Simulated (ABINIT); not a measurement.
# SrIr2 (Fd-3m): zone-centre phonons, part 2 of 2

Which modes does SrIr2 (Fd-3m) have at the zone centre?

ABINIT 10.8.3; DFT LDA, scalar-relativistic, plane waves, PseudoDojo norm-conserving pseudopotentials.

So far. Step 3 (Relaxation): The volume changes by -4.6 % in this run and stands -4.6 % from the first cell. Step 4 (Ground state): The cell stands at -0.35 GPa: the relaxation ran with a smoothed and higher cutoff, and the difference is a stress of the finite basis. The relaxed cell has a = 7.580 Å (conventional setting).

The database entry behind the starting cell differs from later determinations by our own check (an axis about 1.2 % short against later determinations), so it need not match the best structure at ambient conditions.

### Step 5. Zone-centre response

At q = 0 one unit cell holds all displacements. The response is solved for single atoms along the cell's directions, and symmetry skips those that follow from others. The crystal is treated as a metal, which screens a static field, so no field response is asked.

dfpt_gamma.abi

```

# common to the responses
getwfk_filepath "gso_WFK"
kptopt 2
nqpt 1
qpt 0.0 0.0 0.0
asr 0
chneut 0

# displacements
rfphon 1
rfatpol 1 6
rfdir 1 1 1
tolvrs 1.0d-10
prtwf 0

# basis, mesh and filling
ecut 30.0
ngkpt 6 6 6
nshiftk 1
shiftk 0.0 0.0 0.0
istwfk *1
occopt 7
tsmear 0.01
nband 57
nstep 100
diemac 1000000.0
prtebands 0
prtgsr 0
useylm 1

# cell and atoms
acell 3*1.0 Angstrom
rprim 
    0.0 3.789783293 3.789783293
    3.789783293 0.0 3.789783293
    3.789783293 3.789783293 0.0
ntypat 2
znucl 38 77
natom 6
typat 1 1 2 2 2 2
xred 
    0.0 0.0 0.0
    0.25 0.25 0.25
    0.625 0.625 0.625
    0.125 0.625 0.625
    0.625 0.625 0.125
    0.625 0.125 0.625
pp_dirpath "./pseudo"
pseudos "Sr.upf, Ir.upf"
```

Started as:

```sh
> OMP_NUM_THREADS=1 mpirun -n 16 abinit dfpt_gamma.abi > dfpt_gamma.log
```

Numbers of over 12 decimals in the logs are rounded to 6 here.

dfpt_gamma.abo, the main output file:

```text
[banners, grids, parts of the stress and lines that vanish by symmetry left out]
- input  file    -> dfpt_gamma.abi
- output file    -> dfpt_gamma.abo
- root for input  files -> dfpt_gammai
- root for output files -> dfpt_gammao

 Symmetries : space group Fd -3 m (#227); Bravais cF (face-center cubic)
================================================================================
 Values of the parameters that define the memory need of the present run (RF).
     intxc =       0      iscf =       7    lmnmax =      32     lnmax =       8
     mgfft =      50  mpssoang =       4    mqgrid =    3001     natom =       6
  nloc_mem =       1    nspden =       1   nspinor =       1    nsppol =       1
      nsym =      48    n1xccc =    2501    ntypat =       2    occopt =       7
   xclevel =       1
-    mband =          57        mffmem =           1         mkmem =           7
-   mkqmem =           7        mk1mem =           7           mpw =        5793
      nfft =      125000          nkpt =         112
- my_mband =          57
================================================================================
================================================================================

--------------------------------------------------------------------------------
------------- Echo of variables that govern the present computation ------------
--------------------------------------------------------------------------------
-
- outvars: echo of selected default values
-   iomode0 =  0 , fftalg0 =312 , wfoptalg0 =  0
-
- outvars: echo of global parameters not present in the input file
-  max_nthreads =    1
-
 -outvars: echo values of preprocessed input variables
 [... echo left out ...]
================================================================================

 chkinp: Checking input parameters for consistency.

[...]
== DATASET  1 ==================================================================
-   mpi_nproc: 16, omp_nthreads: 1 (-1 if OMP is not activated)

--- !DatasetInfo
iteration_state: {dtset: 1, }
dimensions: {natom: 6, nkpt: 112, mband: 57, nsppol: 1, nspinor: 1, nspden: 1, mpw: 5793, }
cutoff_energies: {ecut:  30.0, pawecutdg:  -1.0, }
electrons: {nelect:   8.80000000E+01, charge:   0.00000000E+00, occopt:   7.00000000E+00, tsmear:   1.00000000E-02, }
meta: {optdriver: 1, rfphon: 1, }
...

 mkfilename: getwfk from: gso_WFK

 Real(R)+Recip(G) space primitive vectors, cartesian coordinates (Bohr,Bohr^-1):
 R(1)=  0.0000000  7.1616525  7.1616525  G(1)= -0.0698163  0.0698163  0.0698163
 R(2)=  7.1616525  0.0000000  7.1616525  G(2)=  0.0698163 -0.0698163  0.0698163
 R(3)=  7.1616525  7.1616525  0.0000000  G(3)=  0.0698163  0.0698163 -0.0698163
 Unit cell volume ucvol=  7.3463181E+02 bohr^3
 Angles (23,13,12)=  6.00000000E+01  6.00000000E+01  6.00000000E+01 degrees
 setup1 : take into account q-point for computing boxcut.

 getcut: wavevector=  0.0000  0.0000  0.0000  ngfft=  50  50  50
         ecut(hartree)=     30.000   => boxcut(ratio)=   2.00304

--- Pseudopotential description ------------------------------------------------
- pspini: atom type   1  psp file is ./pseudo/Sr.upf

- pspini: atom type   2  psp file is ./pseudo/Ir.upf

   1.18528518E+04                                ecore*ucvol(ha*bohr**3)
--------------------------------------------------------------------------------

 ==>  initialize data related to q vector <==

 The list of irreducible perturbations for this q vector is:
    1)    idir= 1    ipert=   1
    2)    idir= 1    ipert=   3

[...]
The perturbation idir=   2  ipert=   1 is
 symmetric of a previously calculated perturbation.
 So, its SCF calculation is not needed.

 The perturbation idir=   3  ipert=   1 is
 symmetric of a previously calculated perturbation.
 So, its SCF calculation is not needed.

 The perturbation idir=   1  ipert=   2 is
 symmetric of a previously calculated perturbation.
 So, its SCF calculation is not needed.

 The perturbation idir=   2  ipert=   2 is
 symmetric of a previously calculated perturbation.
 So, its SCF calculation is not needed.

[...]
The perturbation idir=   2  ipert=   6 is
 symmetric of a previously calculated perturbation.
 So, its SCF calculation is not needed.

 The perturbation idir=   3  ipert=   6 is
 symmetric of a previously calculated perturbation.
 So, its SCF calculation is not needed.

--------------------------------------------------------------------------------
 Perturbation wavevector (in red.coord.)   0.000000  0.000000  0.000000
 Perturbation : displacement of atom   1   along direction   1
 Found     2 symmetries that leave the perturbation invariant.

[...]
dfpt_looppert : total number of electrons, from k and k+q
  fully or partially occupied states are    8.800000E+01 and    8.800000E+01.
 Initialisation of the first-order wave-functions :
  ireadwf=   0

--- !BeginCycle
iteration_state: {dtset: 1, }
solver: {iscf: 7, nstep: 100, nline: 4, wfoptalg: 0, }
tolerances: {tolvrs: 1.00E-10, }
...

     iter   2DEtotal(Ha)        deltaE(Ha) residm    vres2
-ETOT  1   11.696530400716     -2.580E+03 7.863E+00 1.301E+04
 ETOT  2   12.798937138008      1.102E+00 4.343E+00 1.402E+04
 ETOT  3   16.205847186468      3.407E+00 1.226E+00 2.380E+04
 ETOT  4   7.875511     -8.330E+00 2.371E+00 2.823E+01
 ETOT  5   7.868892     -6.620E-03 8.978E-01 2.068E-01
[...]
At SCF step   15       vres2   =  8.87E-13 < tolvrs=  1.00E-10 =>converged.
[...]
Mean square residual over all n,k,spin=   10.159E-05; max=  29.979E-02

 Thirteen components of 2nd-order total energy (hartree) are
 1,2,3: 0th-order hamiltonian combined with 1st-order wavefunctions
     kin0=   1.96976354E+03 eigvalue=   8.18379348E+01  local=  -1.61290583E+03
 4,5,6: 1st-order hamiltonian combined with 1st and 0th-order wfs
 loc psp =  -2.20120058E+03  Hartree=   7.40897289E+02     xc=  -1.66310797E+02
 note that "loc psp" includes a xc core correction that could be resolved
 7,8,9: eventually, occupation + non-local contributions
    edocc=   2.42533473E+02     enl0=   1.32800714E+03   enl1=  -2.96644493E+03
 1-9 gives the relaxation energy (to be shifted if some occ is /=2.0)
   erelax=  -2.58382275E+03
 10,11,12 Non-relaxation  contributions : frozen-wavefunctions and Ewald
 fr.local=   6.60615115E+02 fr.nonlo=   1.48750624E+03  Ewald=   4.56215428E+02
 13,14 Frozen wf xc core corrections (1) and (2)
 frxc 1  =  -3.00205476E+02  frxc 2 =   2.87560241E+02
 Resulting in :
 2DEtotal=    0.7868798279E+01 Ha. Also 2DEtotal=    0.214120909268E+03 eV
    (2DErelax=   -2.5838227518E+03 Ha. 2DEnonrelax=    2.5916915501E+03 Ha)
    (  non-var. 2DEtotal :    7.8687981871E+00 Ha)

[...]
Perturbation wavevector (in red.coord.)   0.000000  0.000000  0.000000
 Perturbation : displacement of atom   3   along direction   1
 Found     2 symmetries that leave the perturbation invariant.

--------------------------------------------------------------------------------

--------------------------------------------------------------------------------

 dfpt_looppert : total number of electrons, from k and k+q
  fully or partially occupied states are    8.800000E+01 and    8.800000E+01.
 Initialisation of the first-order wave-functions :
  ireadwf=   0

--- !BeginCycle
iteration_state: {dtset: 1, }
solver: {iscf: 7, nstep: 100, nline: 4, wfoptalg: 0, }
tolerances: {tolvrs: 1.00E-10, }
...

     iter   2DEtotal(Ha)        deltaE(Ha) residm    vres2
-ETOT  1   13.722671899095     -9.833E+03 8.863E+00 1.497E+04
[...]
ETOT 12   7.634099      4.529E-10 2.622E-02 1.136E-09
 ETOT 13   7.634099     -1.819E-10 1.594E-02 3.059E-11

 At SCF step   13       vres2   =  3.06E-11 < tolvrs=  1.00E-10 =>converged.
[...]
Mean square residual over all n,k,spin=   67.468E-07; max=  15.940E-03

 Thirteen components of 2nd-order total energy (hartree) are
 1,2,3: 0th-order hamiltonian combined with 1st-order wavefunctions
     kin0=   7.77469595E+03 eigvalue=   2.52845731E+02  local=  -4.87517293E+03
 4,5,6: 1st-order hamiltonian combined with 1st and 0th-order wfs
 loc psp =  -1.44296962E+04  Hartree=   3.91489385E+03     xc=  -4.84880560E+02
 note that "loc psp" includes a xc core correction that could be resolved
 7,8,9: eventually, occupation + non-local contributions
    edocc=   5.71512472E+02     enl0=   2.68527713E+03   enl1=  -5.24864709E+03
 1-9 gives the relaxation energy (to be shifted if some occ is /=2.0)
   erelax=  -9.83917166E+03
 10,11,12 Non-relaxation  contributions : frozen-wavefunctions and Ewald
 fr.local=   5.94788194E+03 fr.nonlo=   2.63011949E+03  Ewald=   1.12934107E+03
 13,14 Frozen wf xc core corrections (1) and (2)
 frxc 1  =  -8.84238342E+02  frxc 2 =   1.02370159E+03
 Resulting in :
 2DEtotal=    0.7634098737E+01 Ha. Also 2DEtotal=    0.207734409383E+03 eV
    (2DErelax=   -9.8391716550E+03 Ha. 2DEnonrelax=    9.8468057538E+03 Ha)
    (  non-var. 2DEtotal :    7.6341006609E+00 Ha)

[...]
---- first-order wavefunction calculations are completed ----

 ==> Compute Derivative Database <==

 [... matrices left out ...]
  Phonon wavevector (reduced coordinates) :  0.00000  0.00000  0.00000
 Phonon energies in Hartree :
  -1.997922E-05 -1.997922E-05 -1.997922E-05  2.237203E-04  2.237203E-04
   2.237203E-04  2.691946E-04  2.691946E-04  4.330646E-04  4.330646E-04
   4.330646E-04  7.218509E-04  7.218509E-04  7.218509E-04  7.638135E-04
   7.638135E-04  7.638135E-04  9.315441E-04
 Phonon frequencies in cm-1    :
- -4.384931E+00 -4.384931E+00 -4.384931E+00  4.910092E+01  4.910092E+01
-  4.910092E+01  5.908138E+01  5.908138E+01  9.504670E+01  9.504670E+01
-  9.504670E+01  1.584280E+02  1.584280E+02  1.584280E+02  1.676377E+02
-  1.676377E+02  1.676377E+02  2.044503E+02

== END DATASET(S) ==============================================================
================================================================================

 -outvars: echo values of variables after computation
            acell      1.8897261259E+00  1.8897261259E+00  1.8897261259E+00 Bohr
           etotal      7.6340987374E+00
            fcart      0.0000000000E+00  0.0000000000E+00  0.0000000000E+00
           strten      0.0000000000E+00  0.0000000000E+00  0.0000000000E+00
================================================================================
```

Elapsed: 7.5 min, on 16 MPI ranks of Arm Neoverse N1, shared host.

Read from the output:

```
largest acoustic frequency at the zone centre before the sum rule : -4.38 cm⁻¹
highest optical zone-centre mode (no LO-TO term)                  : 204.4 cm⁻¹
lowest optical zone-centre mode                                   : 49.1 cm⁻¹
```

The acoustic modes at Γ come out as far as 4.4 cm⁻¹ from zero, where they should vanish, a small numerical error.

### Step 6. Modes with the sum rule

anaddb reads the merged derivatives and imposes the acoustic sum rule.

anaddb.abi

```
ddb_filepath "gamma_DDB"
output_file "anaddb.abo"
outdata_prefix "anaddb"
asr 1
chneut 1
enunit 2
eivec 1
nph1l 1
qph1l 0.0 0.0 0.0 1.0
```

mrgddb.in

```
gamma_DDB
merged
2
dfpt_gammao_DDB
gso_DDB
```

Started as:

```sh
> mrgddb < mrgddb.in > mrgddb.log
> OMP_NUM_THREADS=1 anaddb anaddb.abi > anaddb.log
```

anaddb.abo, the main output file:

```text
[banners, grids, parts of the stress and lines that vanish by symmetry left out]
-outvars_anaddb: echo values of input variables ----------------------

 Miscellaneous information :
[...]
Phonon wavevector (reduced coordinates) :  0.00000  0.00000  0.00000
 Phonon energies in Hartree :
[...]
Phonon energies in meV     :
- -6.240414E-04 -6.207783E-04 -6.108844E-04  6.122946E+00  6.122946E+00
-  6.122946E+00  7.357488E+00  7.357488E+00  1.180441E+01  1.180441E+01
-  1.180441E+01  1.963447E+01  1.963447E+01  1.963447E+01  2.076911E+01
-  2.076911E+01  2.076911E+01  2.535984E+01
 Phonon frequencies in cm-1    :
- -5.033233E-03 -5.006915E-03 -4.927115E-03  4.938489E+01  4.938489E+01
-  4.938489E+01  5.934214E+01  5.934214E+01  9.520901E+01  9.520901E+01
-  9.520901E+01  1.583627E+02  1.583627E+02  1.583627E+02  1.675142E+02
-  1.675142E+02  1.675142E+02  2.045409E+02
 Phonon frequencies in Thz     :
- -1.508925E-04 -1.501035E-04 -1.477112E-04  1.480522E+00  1.480522E+00
-  1.480522E+00  1.779033E+00  1.779033E+00  2.854294E+00  2.854294E+00
-  2.854294E+00  4.747594E+00  4.747594E+00  4.747594E+00  5.021948E+00
-  5.021948E+00  5.021948E+00  6.131981E+00
 Phonon energies in Kelvin  :
- -7.241700E-03 -7.203833E-03 -7.089019E-03  7.105384E+01  7.105384E+01
-  7.105384E+01  8.538010E+01  8.538010E+01  1.369845E+02  1.369845E+02
-  1.369845E+02  2.278486E+02  2.278486E+02  2.278486E+02  2.410155E+02
-  2.410155E+02  2.410155E+02  2.942887E+02
[...]
-  1  0.00000000E+00  0.00000000E+00 -7.62323903E-04
-     0.00000000E+00  0.00000000E+00  0.00000000E+00
-  2  0.00000000E+00  0.00000000E+00 -7.62323903E-04
-     0.00000000E+00  0.00000000E+00  0.00000000E+00
-  3  0.00000000E+00  0.00000000E+00 -7.62252374E-04
-     0.00000000E+00  0.00000000E+00  0.00000000E+00
-  4  0.00000000E+00  0.00000000E+00 -7.62252374E-04
-     0.00000000E+00  0.00000000E+00  0.00000000E+00
-  5  0.00000000E+00  0.00000000E+00 -7.62252374E-04
-     0.00000000E+00  0.00000000E+00  0.00000000E+00
-  6  0.00000000E+00  0.00000000E+00 -7.62252374E-04
-     0.00000000E+00  0.00000000E+00  0.00000000E+00
[...]
-  1  0.00000000E+00 -7.62323903E-04  0.00000000E+00
-     0.00000000E+00  0.00000000E+00  0.00000000E+00
-  2  0.00000000E+00 -7.62323903E-04  0.00000000E+00
-     0.00000000E+00  0.00000000E+00  0.00000000E+00
-  3  0.00000000E+00 -7.62252374E-04  0.00000000E+00
-     0.00000000E+00  0.00000000E+00  0.00000000E+00
-  4  0.00000000E+00 -7.62252374E-04  0.00000000E+00
-     0.00000000E+00  0.00000000E+00  0.00000000E+00
-  5  0.00000000E+00 -7.62252374E-04  0.00000000E+00
[...]
-  6  0.00000000E+00 -7.62252374E-04  0.00000000E+00
[...]
-  1  7.62323903E-04  0.00000000E+00  0.00000000E+00
[...]
-  2  7.62323903E-04  0.00000000E+00  0.00000000E+00
[...]
-  5  0.00000000E+00  0.00000000E+00  0.00000000E+00
-     0.00000000E+00  0.00000000E+00  0.00000000E+00
-  6  0.00000000E+00  0.00000000E+00  0.00000000E+00
-     0.00000000E+00  0.00000000E+00  0.00000000E+00
[...]
-  1  1.76930753E-03  0.00000000E+00  0.00000000E+00
-     0.00000000E+00  0.00000000E+00  0.00000000E+00
-  2 -1.76930753E-03  0.00000000E+00  0.00000000E+00
-     0.00000000E+00  0.00000000E+00  0.00000000E+00
-  3  0.00000000E+00  0.00000000E+00  0.00000000E+00
-     0.00000000E+00  0.00000000E+00  0.00000000E+00
-  4  0.00000000E+00  0.00000000E+00  0.00000000E+00
-     0.00000000E+00  0.00000000E+00  0.00000000E+00
-  5  0.00000000E+00  0.00000000E+00  0.00000000E+00
-     0.00000000E+00  0.00000000E+00  0.00000000E+00
-  6  0.00000000E+00  0.00000000E+00  0.00000000E+00
-     0.00000000E+00  0.00000000E+00  0.00000000E+00
[...]
1.0 -1.0  1.0 -1.0  1.0 -1.0  1.0 -1.0  1.0 -1.0  1.0 -1.0  1.0 -1.0  1.0 -1.0
  1.0 -1.0  1.0 -1.0  1.0 -1.0  1.0 -1.0  1.0 -1.0  1.0 -1.0  1.0 -1.0  1.0 -1.0
-
```

Elapsed: 0.56 s, on 1 thread.

Read from the output:

```
highest optical zone-centre mode (no LO-TO term) : 204.5 cm⁻¹
lowest optical zone-centre mode                  : 49.38 cm⁻¹
```

No LO-TO term; unit eigenvectors of the mass-weighted matrix, from anaddb's displacements. Modes at Γ, with each element's share of the kinetic energy:

| mode | frequency (cm⁻¹) | symmetry | Sr % | Ir % |
| --- | --- | --- | --- | --- |
| 1 | 0.0 | acoustic | 19 | 81 |
| 2 | 0.0 | acoustic | 19 | 81 |
| 3 | 0.0 | acoustic | 19 | 81 |
| 4 | 49.4 | T1u | 10 | 90 |
| 5 | 49.4 | T1u | 10 | 90 |
| 6 | 49.4 | T1u | 10 | 90 |
| 7 | 59.3 | Eu | 0 | 100 |
| 8 | 59.3 | Eu | 0 | 100 |
| 9 | 95.2 | T2u | 0 | 100 |
| 10 | 95.2 | T2u | 0 | 100 |
| 11 | 95.2 | T2u | 0 | 100 |
| 12 | 158.4 | T1u | 71 | 29 |
| 13 | 158.4 | T1u | 71 | 29 |
| 14 | 158.4 | T1u | 71 | 29 |
| 15 | 167.5 | T2g | 100 | 0 |
| 16 | 167.5 | T2g | 100 | 0 |
| 17 | 167.5 | T2g | 100 | 0 |
| 18 | 204.5 | A2u | 0 | 100 |

Displacements in mode 4 (49.4 cm⁻¹), the largest set to 1:
```
Sr1  1.00  0.00  0.00
Sr2  1.00  0.00  0.00
Ir3 -0.23 -0.99 -0.99
Ir4 -0.23  0.99  0.99
Ir5 -0.23 -0.99  0.99
Ir6 -0.23  0.99 -0.99
```

Displacements in mode 7 (59.3 cm⁻¹), the largest set to 1:
```
Sr1  0.00  0.00  0.00
Sr2  0.00  0.00  0.00
Ir3  0.14  0.86 -1.00
Ir4  0.14 -0.86  1.00
Ir5 -0.14 -0.86 -1.00
Ir6 -0.14  0.86  1.00
```

The rule moves no optical mode by more than 0.3 cm⁻¹.

### Step 7. Results

| Property | Result |
| --- | --- |
| space group after relaxation | Fd-3m |
| volume per atom | 18.1 Å³ |
| highest optical zone-centre mode (no LO-TO term) | 204.5 cm⁻¹ |
| lowest optical zone-centre mode | 49.4 cm⁻¹ |
| imaginary optical modes at the zone centre (no q mesh in this session) | none |

What this shows: At the LDA level the optical modes of SrIr2 (Fd-3m) at the zone centre run from 49 to 205 cm⁻¹. The base run prints -0.35 GPa, mostly the error of a finite basis; the relaxation, with a smoothed and higher cutoff, had brought the cell to rest. These are harmonic frequencies at zero temperature: anharmonic shifts and linewidths and thermal expansion are left out. Spin-orbit coupling is left out, which can matter for the heavy elements here. In a metal the frequencies hang on the k mesh and the smearing, most of all near Kohn anomalies.

[Host names and launcher messages were left out of these logs when they were recorded.]

[Logs are printed without paths, hosts, clocks, repeated set-up lines and the standing remarks that a program may print on its own settings, such as how far it seeks lower states.]

[Hosts, paths, dates, database ids (printed as entryN), source tags and the programs' standing remarks are cut or masked in the printed files.]
